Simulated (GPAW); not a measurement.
# linear Cr chain, spacing 2.355 A: which magnetic order is lowest

Does linear Cr chain, spacing 2.355 A prefer parallel or opposed moments, or none?

Calculated with GPAW 26.7.0; PBE; plane waves with GPAW's PAW setups, scalar-relativistic.

### 1. The starting structure

The cell holds 1 atom: 1 Cr. Cell: a = 12.000 Å, b = 12.000 Å, c = 2.355 Å, α = 90.0°, β = 90.0°, γ = 90.0°. model lattice. Vacuum lies along a and b. The structure's axis is c.

The settings of this session are not all sound (see the inputs), so it shows what such settings give, not the properties of the crystal.

### 2. Run 1 (ferro +)

Parallel moments need no larger cell; this start tests for a ferromagnetic state only.

order1.py reads:

```python
import json
import numpy as np
from ase import Atoms
from ase.parallel import paropen, parprint
from gpaw import GPAW

atoms = Atoms(['Cr'],
    cell=[[12.0, 0.0, 0.0],
         [0.0, 12.0, 0.0],
         [0.0, 0.0, 2.355]],
    scaled_positions=[[0.5, 0.5, 0.0]],
    pbc=True,
    magmoms=[2.5])
atoms.calc = GPAW(mode={'name': 'pw', 'ecut': 360.0},
    xc='PBE',
    kpts={'size': (1, 1, 12), 'gamma': True},
    occupations={'name': 'fermi-dirac', 'width': 0.15},
    convergence={'density': 1e-05, 'energy': 1e-05},
    maxiter=200,
    symmetry={'tolerance': 1e-4},
    txt='order1.txt')
e = atoms.get_potential_energy(force_consistent=True)
res = {'free_energy': e, 'energy_sigma0': atoms.get_potential_energy(), 'fermi_energy': atoms.calc.get_fermi_level()}
res['moments'] = atoms.get_magnetic_moments().tolist()
res['total'] = atoms.get_magnetic_moment()
parprint('site moments (muB):', np.round(res['moments'], 3))
parprint(f"total moment: {res['total']:.3f} muB")
parprint(f'free energy: {e:.6f} eV')
atoms.calc.write('order1.gpw')
with paropen('results.json', 'w') as f:
    json.dump(res, f)
```

Launch:

```sh
$ OMP_NUM_THREADS=1 python3 order1.py > order1.log
```

The cell is doubled to 2 atoms to hold this order. Its mesh is chosen so that both cells sample the same points.

The next run changes these lines of the input before it:

```diff
@@ -6,12 +6,13 @@
 
-atoms = Atoms(['Cr'],
+atoms = Atoms(['Cr', 'Cr'],
     cell=[[12.0, 0.0, 0.0],
          [0.0, 12.0, 0.0],
-         [0.0, 0.0, 2.355]],
-    scaled_positions=[[0.5, 0.5, 0.0]],
+         [0.0, 0.0, 4.71]],
+    scaled_positions=[[0.5, 0.5, 0.0],
+         [0.5, 0.5, 0.5]],
     pbc=True,
-    magmoms=[2.5])
+    magmoms=[2.5, -2.5])
 atoms.calc = GPAW(mode={'name': 'pw', 'ecut': 360.0},
     xc='PBE',
-    kpts={'size': (1, 1, 12), 'gamma': True},
+    kpts={'size': (1, 1, 6), 'gamma': True},
     occupations={'name': 'fermi-dirac', 'width': 0.15},
@@ -20,3 +21,3 @@
     symmetry={'tolerance': 1e-4},
-    txt='order1.txt')
+    txt='order2.txt')
 e = atoms.get_potential_energy(force_consistent=True)
@@ -28,3 +29,3 @@
 parprint(f'free energy: {e:.6f} eV')
-atoms.calc.write('order1.gpw')
+atoms.calc.write('order2.gpw')
 with paropen('results.json', 'w') as f:
```

nospin.py reads:

```python
import json
import numpy as np
from ase import Atoms
from ase.parallel import paropen, parprint
from gpaw import GPAW

atoms = Atoms(['Cr'],
    cell=[[12.0, 0.0, 0.0],
         [0.0, 12.0, 0.0],
         [0.0, 0.0, 2.355]],
    scaled_positions=[[0.5, 0.5, 0.0]],
    pbc=True)
atoms.calc = GPAW(mode={'name': 'pw', 'ecut': 360.0},
    xc='PBE',
    kpts={'size': (1, 1, 12), 'gamma': True},
    occupations={'name': 'fermi-dirac', 'width': 0.15},
    convergence={'density': 1e-05, 'energy': 1e-05},
    maxiter=200,
    symmetry={'tolerance': 1e-4},
    txt='nospin.txt')
e = atoms.get_potential_energy(force_consistent=True)
res = {'free_energy': e, 'energy_sigma0': atoms.get_potential_energy(), 'fermi_energy': atoms.calc.get_fermi_level()}
parprint(f'free energy: {e:.6f} eV')
atoms.calc.write('nospin.gpw')
with paropen('results.json', 'w') as f:
    json.dump(res, f)
```

**Question.** What will these runs give for the largest site moment and next state?

Opposed moments of equal size cancel, so the cell has no net moment. Symmetry leaves 1 kind of site among the 2 atoms, and equivalent atoms carry values of equal size. The lowest state found is antiferromagnetic, reached from the start antiferro q=(0,0,1/2) +-, with moments up to 3.58 μB.

```
lowest state found                 : antiferromagnetic (started as antiferro q=(0,0,1/2) +-)
largest site moment                : 3.58 μB
next state                         : ferromagnetic, 742 meV a seeded atom higher
energy gained by spin polarisation : 1745 meV a seeded atom
```

The next state costs 742 meV a seeded atom. This is the lowest of 3 finished starts, no proof of the ground state.

[Logs and program files are shortened in this print: banners, set-up blocks, solver, clock and traceback lines can be left out without a mark of their own.]

[Logs are printed without paths, hosts, clocks, repeated set-up lines and the standing remarks that a program may print on its own settings, such as how far it seeks lower states.]

[Hosts, paths, dates, database ids (printed as entryN), source tags and the programs' standing remarks are cut or masked in the printed files.]

[Where a cell is said to come from a database of computed structures, the database is the Materials Project.]
